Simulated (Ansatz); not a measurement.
**Au (Fm-3m, 1 atom in the cell): from the cell to its phonons**

How does Au (Fm-3m, 1 atom in the cell) vibrate, and is this structure a minimum?

Calculated with Ansatz 0.2.0; DFT LDA, scalar-relativistic, plane waves, PAW.

The database entry behind the starting cell differs from later determinations by our own check (0.1 to 0.3 % short, probably kX units), so it need not match the best structure at ambient conditions.

## (1) The structure

The structure is cubic, space group Fm-3m (No. 225). The conventional cell has a = 4.070 Å, b = 4.070 Å, c = 4.070 Å, α = 90.00°, β = 90.00°, γ = 90.00°. Nearest to Au lie 12 Au at 2.88 Å.

## (2) Bringing the structure to rest

The cell and atoms are relaxed, since residual forces and stress would shift the frequencies.

File input.yaml:

```yaml
crystal:
  lattice:
    - [0.0, 2.035, 2.035]
    - [2.035, 0.0, 2.035]
    - [2.035, 2.035, 0.0]
  atoms:
    - { symbol: Au, position: [0.0, 0.0, 0.0] }
kpoints:
  mp_grid: { grid: [16, 16, 16] }
hamiltonian:
  xc: lda
scf:
  occupations: { method: gaussian, width: 0.1 }
output:
  forces: true
  stress: true
  eigenvalues: true
  write_density: true
  write_potential: true
  elf: true
  volumetric_format: npy
relax:
  adjacent_minimum: "off"
  f_tol: 0.005
  max_steps: 80
  cell: { stress_tol: 0.05 }
```

Started as:

```
$ ansatz run input.yaml --threads 4 --pin off --max-ram 7168MiB --backend cpu --events-out ev --progress --plain --runs-dir out
```

Numbers of over 12 decimals in the logs are rounded to 6 here.

Log:

```text
Engine: ansatz 0.2.0, aarch64-unknown-linux-gnu
Pseudopotentials: kind: paw
Pseudopotential: Au, paw, valence charge 19, recommended cutoff 420 eV (normal), Au.paw.azcp
Functional definition: SPW92
  exchange = slater_x
  correlation = pw_c
Crystal: 1 atoms, lattice volume = 16.855 Å³
Basis set: ecut = 420 eV, 331 PW (Γ)
Bands: 14, of which v1, the nominal top of the filled ones, is band 10 counted from 1 (9 counted from 0)
Symmetry: 48 space group operations
Space group: Fm-3m (ITA 225), of the structure as read, at distance tolerance 2.6e-5 Å
k-points: 145 of 4096
Non-local potential: Au, projectors of the file, l = 0: 3, l = 1: 2, l = 2: 2, l = 3: 1
PAW form: soft (Blöchl's): semilocal exchange-correlation on the pseudo side does not see the compensation charge
PAW frozen core: Au, regenerated for the run's functional, and the local potential with it (the file was generated under x = pbe(κ = 0.804, μ = 0.219515), c = pbe(β = 0.066725))
PAW one-centre angular grid: Au, 590 points (default); XC on 64 Gauss nodes
Initial density: superposition of atomic densities (neutral atoms: chi_scale 0, normalization atom), corrected by the library's trained network
Initial wavefunctions: pseudopotential atomic-orbital guess
Functional: x = slater, c = lda
SCF iter   1: F=—  HF=-12864.953906 eV  |F-HF|=—  |Δ(HF+E_count)|=         —  Δρ=8.01e-3  dr2=6.74e-3  ethr=1.77e-3  ⟨swp⟩=4.6  Hψ=10173  notcnv=0
preconditioner: auto → none  [insulator: Δε(μ)=0.113 eV  Ē_g=16.060 eV  σ=0.100 eV  W_gap=0.52  n_scr=8 (ndim 8)  ℏωp=30.0 eV  f_vac=0.000  D(μ)=0.31/eV (n_scr^D=0)  ε∞_Penn≈4.5]
SCF iter   2: F=—  HF=-12864.952072 eV  |F-HF|=—  |Δ(HF+E_count)|=   1.83e-3  Δρ=3.08e-3  dr2=5.10e-4  ethr=3.55e-5  ⟨swp⟩=2.3  Hψ=3727  notcnv=0
SCF iter   3: F=—  HF=-12864.951902 eV  |F-HF|=—  |Δ(HF+E_count)|=   1.70e-4  Δρ=1.51e-3  dr2=7.78e-5  ethr=2.68e-6  ⟨swp⟩=2.6  Hψ=3202  notcnv=0
SCF iter   4: F=—  HF=-12864.951880 eV  |F-HF|=—  |Δ(HF+E_count)|=   2.14e-5  Δρ=2.86e-4  dr2=2.73e-6  ethr=4.09e-7  ⟨swp⟩=1.4  Hψ=2025  notcnv=0
iter 5 did not close the SCF: its close was put off for the readings that it lacked (scf_convergence_deferred on its scf_iter line)
SCF iter   5: F=-12864.951880 eV  HF=-12864.951880 eV  |F-HF|=3.51e-9  |Δ(HF+E_count)|=   3.63e-7  Δρ=2.22e-5  dr2=1.88e-8  ethr=1.43e-8  ⟨swp⟩=1.6  Hψ=2068  notcnv=0
SCF iter   6: F=-12864.951880 eV  HF=-12864.951880 eV  |F-HF|=3.64e-12  |Δ(HF+E_count)|=  7.22e-10  Δρ=1.05e-6  dr2=4.74e-11  ethr=9.88e-11  ⟨swp⟩=5.8  Hψ=10366  notcnv=0
SCF 1 converged in 6 iterations: F = -12864.951880 eV  dr2 = 4.74e-11
  greatest PAW one-centre occupation: 1.003 electrons in one spin orbital (limit 2), on the Au atom at site 0 (counted from 0), in its partial waves of l = 0
relax step   1: F+E_penalty+E_count = -12864.95187996 eV  Δ(F+E_penalty+E_count) = +0.000e0 eV  max|allowed force component| = 0.000e0 eV/Å  Δτ_max = 0.0000 Å  P = -3.014 GPa  Ω = 16.855 Å³  (6 SCF iters, dr2 threshold 1.00e-7 eV, accepted)
Crystal: 1 atoms, lattice volume = 16.066 Å³
Initial density: handed on by an earlier stage of this run
Initial wavefunctions: those handed on with the density
iter 1 solved again at ethr=8.80e-6 eV; its pass at ethr=3.10e-3 eV (dr2=1.67e-3 eV) is discarded
SCF iter   1: F=—  HF=-12864.944503 eV  |F-HF|=—  |Δ(HF+E_count)|=         —  Δρ=3.10e-3  dr2=1.34e-3  ethr=8.80e-6  ⟨swp⟩=1.1  Hψ=14068  notcnv=0
preconditioner: auto → none  [insulator: Δε(μ)=0.116 eV  Ē_g=16.604 eV  σ=0.100 eV  W_gap=0.55  n_scr=8 (ndim 8)  ℏωp=30.7 eV  f_vac=0.000  D(μ)=0.33/eV (n_scr^D=0)  ε∞_Penn≈4.4]
SCF iter   2: F=—  HF=-12864.944102 eV  |F-HF|=—  |Δ(HF+E_count)|=   4.00e-4  Δρ=1.39e-3  dr2=1.14e-4  ethr=7.05e-6  ⟨swp⟩=2.0  Hψ=2700  notcnv=0
SCF iter   3: F=—  HF=-12864.944060 eV  |F-HF|=—  |Δ(HF+E_count)|=   4.19e-5  Δρ=5.26e-4  dr2=1.96e-5  ethr=6.02e-7  ⟨swp⟩=2.8  Hψ=3472  notcnv=0
SCF iter   4: F=—  HF=-12864.944052 eV  |F-HF|=—  |Δ(HF+E_count)|=   8.35e-6  Δρ=1.24e-4  dr2=9.27e-7  ethr=1.03e-7  ⟨swp⟩=1.2  Hψ=2072  notcnv=0
SCF iter   5: F=-12864.944052 eV  HF=-12864.944052 eV  |F-HF|=1.20e-9  |Δ(HF+E_count)|=   1.06e-7  Δρ=1.45e-5  dr2=1.07e-8  ethr=5.26e-10  ⟨swp⟩=7.2  Hψ=10695  notcnv=0
SCF 2 converged in 5 iterations: F = -12864.944052 eV  dr2 = 1.07e-8
relax step   2: F+E_penalty+E_count = -12864.94405172 eV  Δ(F+E_penalty+E_count) = +7.828e-3 eV  max|allowed force component| = 0.000e0 eV/Å  Δτ_max = 0.0000 Å  P = +6.798 GPa  Ω = 16.066 Å³  energy of the carried Pulay correction = +2.134e-4 eV  (5 SCF iters, dr2 threshold 1.00e-7 eV, rejected (line search))
Crystal: 1 atoms, lattice volume = 16.604 Å³
iter 1 solved again at ethr=2.59e-6 eV; its pass at ethr=3.10e-3 eV (dr2=4.92e-4 eV) is discarded
SCF iter   1: F=—  HF=-12864.954739 eV  |F-HF|=—  |Δ(HF+E_count)|=         —  Δρ=2.10e-3  dr2=6.45e-4  ethr=2.59e-6  ⟨swp⟩=1.7  Hψ=13769  notcnv=0
preconditioner: auto → none  [insulator: Δε(μ)=0.116 eV  Ē_g=16.274 eV  σ=0.100 eV  W_gap=0.53  n_scr=8 (ndim 8)  ℏωp=30.2 eV  f_vac=0.000  D(μ)=0.30/eV (n_scr^D=0)  ε∞_Penn≈4.4]
SCF iter   2: F=—  HF=-12864.954550 eV  |F-HF|=—  |Δ(HF+E_count)|=   1.88e-4  Δρ=9.68e-4  dr2=5.84e-5  ethr=2.59e-6  ⟨swp⟩=2.0  Hψ=2755  notcnv=0
SCF iter   3: F=—  HF=-12864.954528 eV  |F-HF|=—  |Δ(HF+E_count)|=   2.21e-5  Δρ=3.61e-4  dr2=1.01e-5  ethr=3.08e-7  ⟨swp⟩=2.8  Hψ=3422  notcnv=0
SCF iter   4: F=—  HF=-12864.954524 eV  |F-HF|=—  |Δ(HF+E_count)|=   4.75e-6  Δρ=6.47e-5  dr2=2.42e-7  ethr=5.32e-8  ⟨swp⟩=1.3  Hψ=2169  notcnv=0
SCF iter   5: F=—  HF=-12864.954520 eV  |F-HF|=—  |Δ(HF+E_count)|=   3.82e-6  Δρ=5.86e-6  dr2=1.71e-9  ethr=1.27e-9  ⟨swp⟩=2.0  Hψ=2175  notcnv=0
SCF iter   6: F=—  HF=-12864.954520 eV  |F-HF|=—  |Δ(HF+E_count)|=  3.49e-10  Δρ=4.35e-7  dr2=1.65e-11  ethr=9.01e-12  ⟨swp⟩=2.3  Hψ=2943  notcnv=0
SCF iter   7: F=-12864.954520 eV  HF=-12864.954520 eV  |F-HF|=3.64e-12  |Δ(HF+E_count)|=  1.82e-12  Δρ=2.34e-8  dr2=6.97e-14  ethr=1.00e-12  ⟨swp⟩=5.0  Hψ=7258  notcnv=0
the search or the solves at the SCF's close seem to have found levels that the self-consistency loop had missed (the run counts 1). By its estimate they hold under 1e-12 electrons; where the run keeps them, the occupations were computed again with them
SCF 3 converged in 7 iterations: F = -12864.954520 eV  dr2 = 6.97e-14
relax step   3: F+E_penalty+E_count = -12864.95451985 eV  Δ(F+E_penalty+E_count) = -2.640e-3 eV  max|allowed force component| = 0.000e0 eV/Å  Δτ_max = 0.0000 Å  P = -0.230 GPa  Ω = 16.604 Å³  energy of the carried Pulay correction = +6.666e-5 eV  (7 SCF iters, accepted)
[...]
relax step   4: F+E_penalty+E_count = -12864.95453934 eV  Δ(F+E_penalty+E_count) = -1.949e-5 eV  max|allowed force component| = 0.000e0 eV/Å  Δτ_max = 0.0000 Å  P = +0.008 GPa  Ω = 16.584 Å³  energy of the carried Pulay correction = +7.212e-5 eV  (2 SCF iters, dr2 threshold 1.00e-7 eV, accepted)
Initial wavefunctions: pseudopotential atomic-orbital guess (no wavefunctions were taken with the density)
iter 1 solved again at ethr=2.12e-9 eV; its pass at ethr=3.10e-3 eV (dr2=4.03e-7 eV) is discarded
SCF iter   1: F=—  HF=-12864.954466 eV  |F-HF|=—  |Δ(HF+E_count)|=         —  Δρ=5.76e-5  dr2=1.68e-7  ethr=2.12e-9  ⟨swp⟩=4.0  Hψ=16896  notcnv=0
preconditioner: auto → none  [insulator: Δε(μ)=0.116 eV  Ē_g=16.275 eV  σ=0.100 eV  W_gap=0.53  n_scr=8 (ndim 8)  ℏωp=30.2 eV  f_vac=0.000  D(μ)=0.31/eV (n_scr^D=0)  ε∞_Penn≈4.5]
SCF iter   2: F=—  HF=-12864.954466 eV  |F-HF|=—  |Δ(HF+E_count)|=   6.57e-8  Δρ=2.21e-5  dr2=2.71e-8  ethr=8.86e-10  ⟨swp⟩=2.0  Hψ=3406  notcnv=0
SCF iter   3: F=—  HF=-12864.954466 eV  |F-HF|=—  |Δ(HF+E_count)|=   6.46e-9  Δρ=8.46e-6  dr2=4.05e-9  ethr=1.43e-10  ⟨swp⟩=2.5  Hψ=3332  notcnv=0
SCF iter   4: F=—  HF=-12864.954466 eV  |F-HF|=—  |Δ(HF+E_count)|=  8.57e-10  Δρ=1.03e-6  dr2=3.09e-11  ethr=2.13e-11  ⟨swp⟩=2.0  Hψ=3405  notcnv=0
SCF iter   5: F=-12864.954466 eV  HF=-12864.954466 eV  |F-HF|=1.82e-12  |Δ(HF+E_count)|=  4.37e-11  Δρ=1.71e-8  dr2=1.33e-14  ethr=1.00e-12  ⟨swp⟩=5.0  Hψ=7507  notcnv=0
SCF 5 converged in 5 iterations: F = -12864.954466 eV  dr2 = 1.33e-14
relax step   5: F+E_penalty+E_count = -12864.95446617 eV  Δ(F+E_penalty+E_count) = +7.317e-5 eV  max|allowed force component| = 0.000e0 eV/Å  Δτ_max = 0.0000 Å  P = +0.012 GPa  Ω = 16.584 Å³  stress off target by 1.15e-2 GPa  SCF on the basis re-selected at this cell (its energy is not comparable with the rows above)  (5 SCF iters)
basis re-selected at this cell: Δ(F+E_penalty+E_count) = +7.317e-5 eV, ΔP = +0.003 GPa vs the last step (what re-selecting the basis moved, of the pressure what is left beyond the Pulay correction that the steps carried, after the strain that the cell walked since its last selection, with what the two solves' SCF thresholds leave and, on support functions, any second-order correction that the steps lacked; it is no measure of the basis error at this ecutwfc). This SCF's stress stands 1.15e-2 GPa from its target on what of the cell is left free (relax.cell.stress_tol is 5.00e-2 GPa) and its largest allowed force component is 0.00e0 eV/Å (relax.f_tol is 5.00e-3 eV/Å): [rest of the remark cut]
SCF converged after 5 iterations
Free energy (F): -12864.954466 eV
Harris-Foulkes:  -12864.954466 eV  (|F-HF|=1.82e-12)
Internal energy: -12864.952932 eV  (E = F + TS)
E sigma→0 (E₀):  -12864.953699 eV
Entropy (-TS):   -0.001535 eV (-1.535 meV/atom)
Fermi energy:    20.997799 eV
--- Per-component energies (eV) ---
  E_band       = -202.066073
  E_kinetic    = 605.586514
  E_local      = -1669.768219  (includes V_loc(G=0)·N_el)
  E_nonlocal   = 81.335050
  E_hartree    = 711.620374
  E_xc         = -227.037629
  E_vxc        = -275.440676  (∫ρ·V_xc dr)
  E_paw        = -9423.426634  (= ΣΔE_a)
  E_vpaw       = -367.020851  (= ΣTr[D̂ρ^β])
  E_aug_tail   = 0.001364  (compensation charges beyond the density's cutoff)
  E_ewald      = -2943.786470
  E_core_change = 0.522718  (= ΣΔE_core)
  E_smearing   = -0.001535  (= −TS)
  E_closure    = -0.000000  (closes the sum)
  Σ components = -12864.954466   (vs F -12864.954466, Δ=0.00e0)
--- Forces (eV/Å), atoms counted from 1 ---
  atom   1  Au     0.00000000     0.00000000     0.00000000
  max |Σ_I F_I| component: 4.52e-32 eV/Å
--- Stress (GPa, compression-positive) ---
        0.011512      -0.000000      -0.000000
       -0.000000       0.011512      -0.000000
       -0.000000      -0.000000       0.011512
  P = ⅓ Tr σ = 0.0115 GPa (0.115 kbar)
--- Band table (eV; the first three rows and the last of 145) ---
  k-point 0: bands = [... 6 lower, 16.1838, 16.1838, 17.8005, 17.8005, 35.4563, 39.5470, 39.5470, 39.5470]
  k-point 1: bands = [... 6 lower, 16.2333, 16.2333, 17.7775, 17.7775, 35.6289, 38.6946, 39.7207, 39.7207]
  k-point 2: bands = [... 6 lower, 16.3570, 16.3570, 17.7370, 17.7370, 35.9852, 37.0151, 40.2071, 40.2071]
  k-point 144: bands = [... 6 lower, 15.6810, 17.6209, 19.4117, 25.7796, 27.3721, 27.3721, 30.6337, 43.7376]
--- Relaxed structure (4 steps of the walk, 3 accepted, 1 SCFs on fresh bases) ---
  F+E_penalty+E_count = -12864.95446617 eV   max|allowed force component| = 0.000e0 eV/Å   (the final SCF, on the basis selected at the relaxed cell)
  cell:  # Å, volume = 16.5839 Å³
    - [0, 2.024039, 2.024039]
    - [2.024039, 0, 2.024039]
    - [2.024039, 2.024039, 0]
  atoms:
    - { symbol: Au, position: [0.0, 0.0, 0.0] }
```

The job ended after 9.7 s (4 threads of Arm Neoverse N1, shared host; peak memory 0.3 GiB; 17 s of CPU time).

Relaxation path:

| step | energy less that of the first step (eV) | largest force component (eV/Å) | pressure (GPa) | volume (Å³) |
| --- | --- | --- | --- | --- |
| 1 | 0.0000 | 0.0000 | -3.01 | 16.85 |
| 2 | 0.0078 | 0.0000 | 6.80 | 16.07 |
| 3 | -0.0026 | 0.0000 | -0.23 | 16.60 |
| 4 | -0.0027 | 0.0000 | 0.01 | 16.58 |
| 5* | -0.0026 | 0.0000 | 0.01 | 16.58 |

Relaxation steps marked * repeat the geometry before them on a plane-wave basis chosen anew for their cell, so energy and pressure can jump there. Relaxation step 2 was tried and not accepted.

| conventional cell, symmetrised | before | after | change |
| --- | --- | --- | --- |
| a (Å) | 4.070 | 4.048 | -0.5 % |
| b (Å) | 4.070 | 4.048 | -0.5 % |
| c (Å) | 4.070 | 4.048 | -0.5 % |
| volume (Å³/atom) | 16.85 | 16.58 | -1.6 % |

Final coordinates:

```cif
data_structure
_symmetry_space_group_name_H-M 'P 1'
_symmetry_Int_Tables_number 1
_cell_length_a 2.8624
_cell_length_b 2.8624
_cell_length_c 2.8624
_cell_angle_alpha 60.000
_cell_angle_beta 60.000
_cell_angle_gamma 60.000
_cell_volume 16.58
loop_
_atom_site_label
_atom_site_type_symbol
_atom_site_fract_x
_atom_site_fract_y
_atom_site_fract_z
_atom_site_occupancy
Au1 Au 0.00000 0.00000 0.00000 1
```

Numbers from this step:

```yaml
pressure: 0.01151 GPa
volume_per_atom: 16.58 Å³
gap_on_the_k_mesh: 0 eV
```

ELF in the ac plane of the conventional cell at fractional y = 0.000, with atoms of Au within 0.2 Å of it. It is the smooth field of the valence electrons, not physical close to the nuclei.

Ten even steps from '0' (0.11) to '9' (0.74), each cell a mean:
```
97641000012578
76531100012457
54321112111245
22112344321122
11113566642111
00124678763100
00125799864200
00125789764100
00124577653110
21112455432111
43211222211234
66421111111356
87631000012467
98642000012579
```
Columns run along a (4.0 Å), rows up along c (4.0 Å), edges of the conventional cell, whose origin can differ from the input's. Atoms in or near the plane, at fractional coordinates: Au at (0.00, 0.00), Au at (0.50, 0.50).

Electrostatic potential energy in the ac plane of the conventional cell at fractional y = 0.000, with atoms of Au within 0.2 Å of it. With pseudopotentials it is smooth inside the atoms' cores, unlike the true potential.

Ten even steps from '0' (-30 eV) to '9' (24 eV), each cell a mean:
```
00169999998400
01479999998620
35789999999864
88998766689988
99997411258999
99985100026999
99983000016999
99984000016999
99986200147999
99998643578999
66899888899876
12589999999741
00269999998510
00169999998300
```
Columns run along a (4.0 Å; values clipped at the 3rd and 97th percentile), rows up along c (4.0 Å), edges of the conventional cell, whose origin can differ from the input's. Atoms in or near the plane, at fractional coordinates: Au at (0.00, 0.00), Au at (0.50, 0.50).

Valence density in the ac plane of the conventional cell at fractional y = 0.000, with atoms of Au within 0.2 Å of it. It is the smooth field of the valence electrons, not physical close to the nuclei.

Ten even steps from '_' (0 e/Å³) to '@' (14 e/Å³), each cell a mean:
```
%%**::________________..==##
==--..__________________::==
....______________________..
____________________________
__________..::--::..________
________..--**##++::________
________..==%%@@##--________
________..==##%%**::________
__________::====--..________
____________......__________
____________________________
--::..__________________..::
##++::________________..--**
@@##--________________..==%%
```
Columns run along a (4.0 Å), rows up along c (4.0 Å), edges of the conventional cell, whose origin can differ from the input's. Atoms in or near the plane, at fractional coordinates: Au at (0.00, 0.00), Au at (0.50, 0.50).

In this step the volume went from 16.85 to 16.58 Å³/atom.

## (3) Relaxing to small forces for the phonons

Phonons need a cell at rest on their own settings, so the relaxation is repeated with tight tolerances on forces and stress on the k mesh and occupations of the first response run.

File input.yaml:

```yaml
crystal:
  lattice:
    - [0.0, 2.0240394869, 2.0240394869]
    - [2.0240394869, 0.0, 2.0240394869]
    - [2.0240394869, 2.0240394869, 0.0]
  atoms:
    - { symbol: Au, position: [0.0, 0.0, 0.0] }
kpoints:
  mp_grid: { grid: [16, 16, 16] }
hamiltonian:
  xc: lda
scf:
  occupations: { method: methfessel_paxton, width: 0.15 }
output:
  forces: true
  stress: true
  eigenvalues: true
relax:
  adjacent_minimum: "off"
  f_tol: 0.001
  max_steps: 60
  cell: { stress_tol: 0.01 }
```

Log:

```text
[...]
Crystal: 1 atoms, lattice volume = 16.584 Å³
Basis set: ecut = 420 eV, 331 PW (Γ)
Bands: 14, of which v1, the nominal top of the filled ones, is band 10 counted from 1 (9 counted from 0)
Symmetry: 48 space group operations
[...]
k-points: 145 of 4096
[...]
k-point 2: bands = [... 6 lower, 16.3558, 16.3558, 17.7357, 17.7357, 35.9834, 37.0131, 40.2050, 40.2050]
  k-point 144: bands = [... 6 lower, 15.6799, 17.6196, 19.4103, 25.7776, 27.3702, 27.3702, 30.6316, 43.7354]
--- Relaxed structure (3 steps of the walk, 2 accepted, 1 SCFs on fresh bases) ---
[...]
cell:  # Å, volume = 16.5849 Å³
    - [0, 2.024081, 2.024081]
    - [2.024081, 0, 2.024081]
    - [2.024081, 2.024081, 0]
  atoms:
    - { symbol: Au, position: [0.0, 0.0, 0.0] }
[key lines of the parts left out:]
SCF converged after 2 iterations
Free energy (F): -12864.953747 eV
Fermi energy:    20.989400 eV
P = ⅓ Tr σ = -0.0000 GPa (-0.000 kbar)
```

Wall time 7.5 s (4 threads); peak memory 0.3 GiB.

Little changed from the start: no atom moved by 0.005 Å and no cell edge by 0.1 %.

This step gave:

```yaml
pressure: -4.07e-6 GPa
```

The forces vanish by symmetry and the pressure is 0.000 GPa, within the tolerances set. The cell now holds 16.58 Å³/atom.

(Continued in part 2 of 2.)

[Logs are printed without paths, hosts, clocks, repeated set-up lines and the standing remarks that a program may print on its own settings, such as how far it seeks lower states.]

[Hosts, paths, dates, database ids (printed as entryN), source tags and the programs' standing remarks are cut or masked in the printed files.]
